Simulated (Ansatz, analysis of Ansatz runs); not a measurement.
# A hop of Na in Na5InO4 (Pmmn), charge 0, part 4 of 4

Aim: the barrier of one jump in Na5InO4 (Pmmn) at charge 0: V_Na hop (2.9 Å). The model is a cell of 40 host atoms with 1 Na taken out; Na is the atom that moves.

Ansatz 0.2.0; plane-wave PAW DFT, r2SCAN; nudged elastic band between two relaxed defect structures.

So far, barrier backward (eV): step 4 (nudged elastic band, charge 0) 0.616.

## (5) Single point at the top of the path, r2SCAN

A single point at the top of the band gives the levels near the gap and the populations there.

This step: plane-wave PAW DFT, r2SCAN; single point of a defect supercell on a structure of the r2SCAN path.

Input file q0_M1.top.probe/input.yaml:

```yaml
crystal:
  lattice:
    - [0.0, 7.57193307, 5.45251831]
    - [7.36502645, 0.0, 5.45251831]
    - [7.36502645, 7.57193307, 0.0]
  atoms:
    - { symbol: Na, position: [0.13293033, 0.11978386, 0.59262837] }
    - { symbol: Na, position: [0.60374845, 0.64893457, 0.09115482] }
[... 5 atom lines left out ...]
    - { symbol: Na, position: [0.34774878, 0.90808642, 0.36565738] }
[... 1 atom line left out ...]
    - { symbol: Na, position: [0.39536438, 0.84648999, 0.90874342] }
[... 3 atom lines left out ...]
    - { symbol: Na, position: [0.3548012, 0.40444649, 0.84504391] }
    - { symbol: Na, position: [0.85451771, 0.88760364, 0.33884054] }
[... 3 atom lines left out ...]
    - { symbol: Na, position: [0.54435133, 0.75282597, 0.64495741] }
[... 1 atom line left out ...]
    - { symbol: In, position: [0.61133602, 0.60603603, 0.39243558] }
[... 3 atom lines left out ...]
    - { symbol: O, position: [0.62061777, 0.38507553, 0.610026] }
[... 2 atom lines left out ...]
    - { symbol: O, position: [0.33418348, 0.08930006, 0.67624901] }
[... 2 atom lines left out ...]
    - { symbol: O, position: [0.60496613, 0.83925287, 0.37928929] }
[... 1 atom line left out ...]
    - { symbol: O, position: [0.89362275, 0.6808728, 0.58379467] }
[... 2 atom lines left out ...]
    - { symbol: O, position: [0.35673149, 0.60138173, 0.91949373] }
[... 1 atom line left out ...]
    - { symbol: O, position: [0.09464302, 0.86721629, 0.62736558] }
    - { symbol: O, position: [0.60921576, 0.37387348, 0.12479208] }
basis:
  ecutwfc: 500
  xc_grid: 2
hamiltonian:
  xc: r2scan
kpoints:
  mp_grid: { grid: [1, 1, 1] }
magnetization:
  spin_polarized: true
  initial_magnetization: 1
  spin_locking: { lock_magnetization: hard }
scf:
  occupations: { method: fixed }
  max_iter: 100
output:
  forces: true
  eigenvalues: true
  eigenstates: { localisation: true }
  populations: true
  write_density: true
  write_potential: true
  volumetric_format: npy
  elf: true
checkpoint:
  write: "../q0_M1.top.probe.run"
  compress: false
  write_wavefunctions: false
  write_every: 100000
```

Launch:

```bash
$ ansatz run input.yaml --threads 4 --pin off --max-ram 7536MiB --backend cpu --events-out ev --progress --plain --runs-dir out
```

Numbers of over 12 decimals in the logs are rounded to 6 here.

What it wrote:

```text
[...]
Crystal: 39 atoms, lattice volume = 608.146 Å³
Basis set: ecut = 500 eV, 15439 PW (Γ), exchange–correlation on 144×144×160 points (8 copies of the dense FFT grid, shifted against one another)
Bands: 199, of which v1, the nominal top of the filled ones, is band 160 counted from 1 (159 counted from 0)
Symmetry: 1 space group operations
[...]
k-points: 1
[...]
Starting moments: Σ|m| = 1 μB on 39 of 39 sites
[...]
SCF iter   1: F=—  HF=-59856.250025 eV  |F-HF|=—  |Δ(HF+E_count)|=         —  Δρ=4.69e-2 (↑4.11e-2 ↓4.69e-2)  dr2=3.66e1  dr2_τ=9.28e-2  dr2_m=2.21e-1  M=1.000 μB ∫|m|=1.077 μB  β_m=1.20  ethr=3.10e-3  ⟨swp⟩=5.0  Hψ=1190  notcnv=0  defer=68
[...]
[... 1 atom left out ...]
  atom  33  O      0.01028916    -0.00497012     0.00697798
  [... 2 atoms left out ...]
  atom  36  O     -0.01528476     0.00592251     0.02046336
  [... 3 atoms left out ...]
  max |Σ_I F_I| component: 2.26e-3 eV/Å
--- Band table (eV) ---
[...]
--- Löwdin populations: 39 sites ---
  site symbol       q [e]    m [muB]
     0     Na      8.2176    -0.0046
     1     Na      8.2233    -0.0016
[...]
9     Na      8.2218    -0.0027
[...]
13     Na      8.2167    -0.0028
    14     Na      8.2228    -0.0023
[...]
18     Na      8.2097    -0.0048
  [... 1 atom left out ...]
    20     In     12.0740    -0.0208
[...]
24      O      7.0208     0.1523
  [... 2 atoms left out ...]
    27      O      7.0095     0.1959
  [... 2 atoms left out ...]
    30      O      7.0630     0.0915
  [... 1 atom left out ...]
    32      O      7.0338     0.1280
  [... 2 atoms left out ...]
    35      O      7.0662     0.0769
  [... 3 atoms left out ...]
  spilling = 0.004257 (of n_electrons = 319.000000)
[key lines of the parts left out:]
SCF converged after 21 iterations
Magnetization: 1.0000 μB (160.0000 up, 159.0000 down)
Free energy (F): -59844.717072 eV
Fermi energy:    3.077390 (↑ 3.003766, ↓ 3.077390) eV
```

Elapsed: 27 s, on 4 threads of Arm Neoverse V2, shared host; peak memory 1.5 GiB.

Read from the output:

* free energy: -59844.7171 eV
* total moment: 1 μB
* integral of the absolute spin density: 1.265 μB
* spin contamination: 0.004677

From eigenstates.tsv, first k-point; energies on the run's zero. The participation number counts the atoms that a state is spread over, of 39; bands count from 0.

```csv
spin,band,energy (eV),occupation,participation,largest share on,share
down,153,2.942,1.00,8.5,O29,0.27
down,154,2.953,1.00,8.9,O25,0.26
down,155,2.971,1.00,14.4,O28,0.11
down,156,2.977,1.00,11.9,O28,0.14
down,157,3.038,1.00,12.0,O36,0.17
down,158,3.077,1.00,13.9,O31,0.12
down,159,3.179,0.00,12.8,O28,0.16
down,160,5.490,0.00,38.1,In20,0.04
down,161,8.202,0.00,12.9,In20,0.20
down,162,8.255,0.00,15.1,In21,0.16
down,163,8.322,0.00,14.0,In22,0.18
up,154,2.818,1.00,11.2,O30,0.16
up,155,2.851,1.00,10.7,O36,0.18
up,156,2.858,1.00,13.8,O30,0.15
up,157,2.920,1.00,13.6,O32,0.13
up,158,2.965,1.00,12.4,O36,0.18
up,159,3.004,1.00,15.4,O36,0.13
up,160,5.473,0.00,38.1,In20,0.04
up,161,8.152,0.00,12.9,In20,0.20
up,162,8.194,0.00,14.6,In21,0.16
up,163,8.275,0.00,13.5,In22,0.19
up,164,8.968,0.00,27.6,In23,0.07
```

Under r2SCAN at the zone centre alone, the highest filled state is spin down, spread over 14 of 39 atoms, and the lowest empty one, 0.10 eV above it, is spin down, spread over 13 of 39 atoms.

Valence electrons by atom (Löwdin), nearest atoms first, with the excess over far atoms of the same element, which can also hold differences between inequivalent host sites (the log counts sites from 0):

```csv
atom,distance from the centre (Å),electrons,excess
Na19,0.49,8.210,-0.019
O36,2.02,7.066,-0.014
O31,2.11,7.063,-0.017
Na14,2.74,8.217,-0.013
Na10,2.99,8.222,-0.007
In21,3.03,12.074,-0.011
Na15,3.05,8.223,-0.006
O25,3.14,7.021,-0.059
```

The largest moments in the atoms' spheres: O28 0.17, O25 0.13, O33 0.11, O38 0.10, O31 0.08, O36 0.07 μB.

Spin density in the ab plane at fractional z = 0.653, through the centre, with atoms of Na and In and O within 0.45 Å of it.

Ten even steps from '0' (0.00 e/Å³) to '9' (0.24 e/Å³), each cell a mean:
```
00000000000000000000000000
01210000000000000000000000
01530000000000000000000000
03410000000000000000000000
02310000000000000000000000
00100000000000000000000000
00000000000000000000000000
00000000000000000000000000
00000000000000000000011000
00000000000000000000001000
00000000000000000000000000
00000000000000000000000000
00000000000000000000000000
00000000000000022000000000
00000000000000024100000000
00000000000000131000000000
00000000000000021000000000
00000000000000000000000000
00000000000000000000000000
00000000231000000000000000
00000000593000000000000000
00000001672000000000000000
00000001681000000000000000
00000000121000000000000000
```
Columns run along a (9.3 Å), rows up along b (9.2 Å). Atoms in or near the plane, at fractional coordinates: Na at (0.15, 0.59), Na at (0.59, 0.15), Na at (0.54, 0.75), In at (0.88, 0.89), O at (0.62, 0.39), O at (0.33, 0.09), O at (0.09, 0.87).

ELF in the ab plane at fractional z = 0.653, through the centre, with atoms of Na and In and O within 0.45 Å of it. It is the smooth field of the valence electrons, not physical close to the nuclei.

Ten even steps from '_' (0.00) to '@' (0.84), each cell a mean:
```
####==..______..==++****==::______......::::::::::==
@@@@@@%%++..____..::::....________......::....::::==
@@%%%%@@%%==..______________________..::::______::--
##%%##%%@@**::__________::==--..____....::..____::::
++%%@@@@@@##--________..******++..__......::::::::::
::++##%%%%**--________..**++--**--__..--==--::::::..
__....::::::..__________==**++**++__..++##%%##++--..
____::--::________________--****--__..**@@@@@@@@##--
__..******==..______________....____..++%%@@@@@@@@**
....**==--**--________________________--**%%@@@@@@##
::__==**++##==____________....__________--++**####**
..____--**++::__________..--====--..______....::::::
______________________..==**%%%%##==::______________
______________________::++%%@@@@@@##++::____________
______________________::**@@@@@@@@@@##==..__________
______________________..==%%@@@@@@@@%%++..__________
________________________..==##@@@@@@%%++..__________
__________..::----::..______::==####**--__________..
__________::++******--____::::....::::..____________
__..::..__--##@@@@@@##::..****++::__________________
..++**++..::##@@%%%%@@++..++****++..________________
..++##**==__**@@%%**@@%%::::**##++..________________
__::**##++__--%%@@@@@@@@++__::==::____........______
::....::::__..++%%@@@@%%**::________..............::
```
Columns run along a (9.3 Å), rows up along b (9.2 Å). Atoms in or near the plane, at fractional coordinates: Na at (0.15, 0.59), Na at (0.59, 0.15), Na at (0.54, 0.75), In at (0.88, 0.89), O at (0.62, 0.39), O at (0.33, 0.09), O at (0.09, 0.87).

ELF of down spins in the ab plane at fractional z = 0.653, through the centre, with atoms of Na and In and O within 0.45 Å of it. It is the smooth field of the valence electrons, not physical close to the nuclei.

Ten even steps from '_' (0.00) to '@' (0.84), each cell a mean:
```
####==..______..--++****==::______........::::::::==
@@@@@@##==..____....::....________......::....::::==
@@%%%%@@%%==..______________________..::::______::--
##%%##%%@@**::__________::==--..____....::..____::::
++%%@@@@@@##--________..******++..__......::::::::::
::++##%%%%**--________..**++--**--__..--==--::::::..
......::::::..__________==**++**++__..++##%%##++--..
____::--::________________--****--__..**%%@@@@@@##--
__..******==..______________....____..++%%@@@@@@@@**
....**==--**--________________________--**%%@@@@@@##
::__==**++##==____________....__________::==**####**
..____--**++::__________..--====::..______......::::
______________________..==**%%##**==::______________
______________________::++%%@@@@%%##++::____________
______________________::**@@@@@@@@@@##==..__________
______________________..==##@@@@@@@@%%++..__________
________________________..==##@@@@@@%%++..__________
__________..::--::::..______..==####**--..__________
__________::++****++--____::::....::::..____________
__..::..__--##@@%%%%##::..****++::__________________
..++**++..::##@@%%%%@@++..++****++..________________
..++##**==__++@@%%**@@%%::::****++..________________
__::****++__::##@@%%@@@@++__::==::____........______
::__..::::____==##%%%%%%**::________..............::
```
Columns run along a (9.3 Å), rows up along b (9.2 Å). Atoms in or near the plane, at fractional coordinates: Na at (0.15, 0.59), Na at (0.59, 0.15), Na at (0.54, 0.75), In at (0.88, 0.89), O at (0.62, 0.39), O at (0.33, 0.09), O at (0.09, 0.87).

## (6) Band with another choice: one atom missing from the final structure

This step: plane-wave PAW DFT, r2SCAN; nudged elastic band between two relaxed defect structures.

Input file q0_M1.try1/input.yaml:

```yaml
crystal:
  lattice:
    - [0.0, 7.57193307, 5.45251831]
    - [7.36502645, 0.0, 5.45251831]
    - [7.36502645, 7.57193307, 0.0]
  atoms:
    - { symbol: Na, position: [0.13289258, 0.12552376, 0.5916381] }
    - { symbol: Na, position: [0.59379103, 0.65820331, 0.08588805] }
[... 5 atom lines left out ...]
    - { symbol: Na, position: [0.34986763, 0.90871802, 0.37491876] }
[... 1 atom line left out ...]
    - { symbol: Na, position: [0.40892403, 0.84958177, 0.86759647] }
[... 3 atom lines left out ...]
    - { symbol: Na, position: [0.34645224, 0.39811342, 0.84854235] }
    - { symbol: Na, position: [0.85618784, 0.89587442, 0.33991428] }
[... 3 atom lines left out ...]
    - { symbol: Na, position: [0.62571108, 0.63291231, 0.65065919] }
[... 1 atom line left out ...]
    - { symbol: In, position: [0.61139362, 0.60510123, 0.38912748] }
[... 3 atom lines left out ...]
    - { symbol: O, position: [0.62241633, 0.3944702, 0.61083943] }
[... 2 atom lines left out ...]
    - { symbol: O, position: [0.33083982, 0.11324715, 0.66966924] }
[... 2 atom lines left out ...]
    - { symbol: O, position: [0.6135694, 0.83060375, 0.38699191] }
[... 1 atom line left out ...]
    - { symbol: O, position: [0.89821901, 0.67309135, 0.58864864] }
[... 2 atom lines left out ...]
    - { symbol: O, position: [0.37187298, 0.59359851, 0.90670571] }
[... 1 atom line left out ...]
    - { symbol: O, position: [0.09386162, 0.8714259, 0.62888154] }
    - { symbol: O, position: [0.61161787, 0.37362863, 0.12665382] }
basis:
  ecutwfc: 500
  xc_grid: 2
hamiltonian:
  xc: r2scan
kpoints:
  mp_grid: { grid: [1, 1, 1] }
magnetization:
  spin_polarized: true
  initial_magnetization: 1
  spin_locking: { lock_magnetization: hard }
scf:
  occupations: { method: fixed }
  max_iter: 100
output:
  forces: true
neb:
  images: 3
  f_tol: 0.05
  climbing: true
  initial_path: linear
  max_iterations: 30
  order_check: false
  final_atoms:
    - { symbol: Na, position: [0.10823148, 0.14681502, 0.59310876] }
    - { symbol: Na, position: [0.60823963, 0.64786391, 0.09371807] }
    - { symbol: Na, position: [0.15202639, 0.57910211, 0.66005296] }
    - { symbol: Na, position: [0.65912067, 0.0967956, 0.14623178] }
    - { symbol: Na, position: [0.16220564, 0.65389147, 0.34277952] }
    - { symbol: Na, position: [0.64722881, 0.14573239, 0.85207142] }
    - { symbol: Na, position: [0.85117798, 0.34897416, 0.14265657] }
    - { symbol: Na, position: [0.34451915, 0.90874552, 0.35146218] }
    - { symbol: Na, position: [0.80112917, 0.43060324, 0.82095828] }
    - { symbol: Na, position: [0.40621356, 0.84112723, 0.89984091] }
    - { symbol: Na, position: [0.91031216, 0.34011652, 0.39587958] }
    - { symbol: Na, position: [0.39633576, 0.34722665, 0.41369899] }
    - { symbol: Na, position: [0.89706072, 0.84737465, 0.91614481] }
    - { symbol: Na, position: [0.36301332, 0.40185044, 0.84087198] }
    - { symbol: Na, position: [0.83427809, 0.85972218, 0.37727333] }
    - { symbol: Na, position: [0.0789116, 0.65330609, 0.11697783] }
    - { symbol: Na, position: [0.58713554, 0.14382244, 0.60749971] }
    - { symbol: Na, position: [0.14793116, 0.10404725, 0.15626028] }
    - { symbol: Na, position: [0.3619181, 0.83485382, 0.65440416] }
    - { symbol: In, position: [0.10441648, 0.11375234, 0.89300263] }
    - { symbol: In, position: [0.6099657, 0.6058641, 0.39944411] }
    - { symbol: In, position: [0.38261831, 0.38875201, 0.11684864] }
    - { symbol: In, position: [0.89240386, 0.89103161, 0.61274425] }
    - { symbol: O, position: [0.11660881, 0.89111116, 0.11253136] }
    - { symbol: O, position: [0.62386224, 0.37484192, 0.60819189] }
    - { symbol: O, position: [0.39391102, 0.62069053, 0.38003876] }
    - { symbol: O, position: [0.89025074, 0.13077548, 0.87107809] }
    - { symbol: O, position: [0.32501671, 0.08668118, 0.67563027] }
    - { symbol: O, position: [0.82642096, 0.58773749, 0.17693058] }
    - { symbol: O, position: [0.1068167, 0.32343146, 0.91195971] }
    - { symbol: O, position: [0.58588976, 0.83962073, 0.39416998] }
    - { symbol: O, position: [0.40749824, 0.17053241, 0.0939123] }
    - { symbol: O, position: [0.93469163, 0.67616805, 0.58169214] }
    - { symbol: O, position: [0.16599887, 0.40472742, 0.33918484] }
    - { symbol: O, position: [0.66931346, 0.90294877, 0.83331301] }
    - { symbol: O, position: [0.35189826, 0.60790129, 0.91081545] }
    - { symbol: O, position: [0.87124023, 0.1037487, 0.39561838] }
    - { symbol: O, position: [0.10910598, 0.87325885, 0.63085916] }
```

What it wrote:

```text
Error: invalid value for `neb.final_atoms`: lists 38 atoms but crystal.atoms has 39 — the final endpoint must contain the same atoms in the same order
```

Run time: 0.01 s. Hardware: 4 threads; peak memory 0.13 GiB.

The program refused the input before any cycle.

The program's message: “Error: invalid value for `neb.final_atoms`: lists 38 atoms but crystal.atoms has 39 — the final endpoint must contain the same atoms in the same order”

The fault put into the input: one atom missing from the final structure.

What was changed: one atom missing from the final structure.

Cause: both ends must hold the same atoms. Fix: write both ends from one list.

## (7) Outcome

```json
{
  "barrier forward": "0.20 eV",
  "barrier backward": "0.62 eV",
  "end less start": "-0.41 eV",
  "hop length": "2.51 Å",
  "band iterations, as the log counts them": "7"
}
```

The top of the band lies 0.20 eV above the start and 0.62 eV above the end. The ends differ by 0.41 eV, so they aren't like places or like states; the smaller barrier is only the way out of the higher one. With an assumed prefactor of 1e13 per second it gives one hop a second along this one path at about 80 K; whether such hops link up through the crystal wasn't checked. At the top Na19 stands 2.16 Å from its nearest O, 0.10 Å closer than at the start. The order of the top as a saddle was not checked for all atoms, so a bent path could be lower. Limits: sampling at the zone centre alone can move energies of charged and open-shell states by tenths of an eV or more in cells of this size; r2SCAN makes the gap too small and tends to spread out bound carriers; spin–orbit coupling, which can matter with heavy atoms, is left out.

[Logs are printed without paths, hosts, clocks, repeated set-up lines and the standing remarks that a program may print on its own settings, such as how far it seeks lower states.]

[Hosts, paths, dates, database ids (printed as entryN), source tags and the programs' standing remarks are cut or masked in the printed files.]
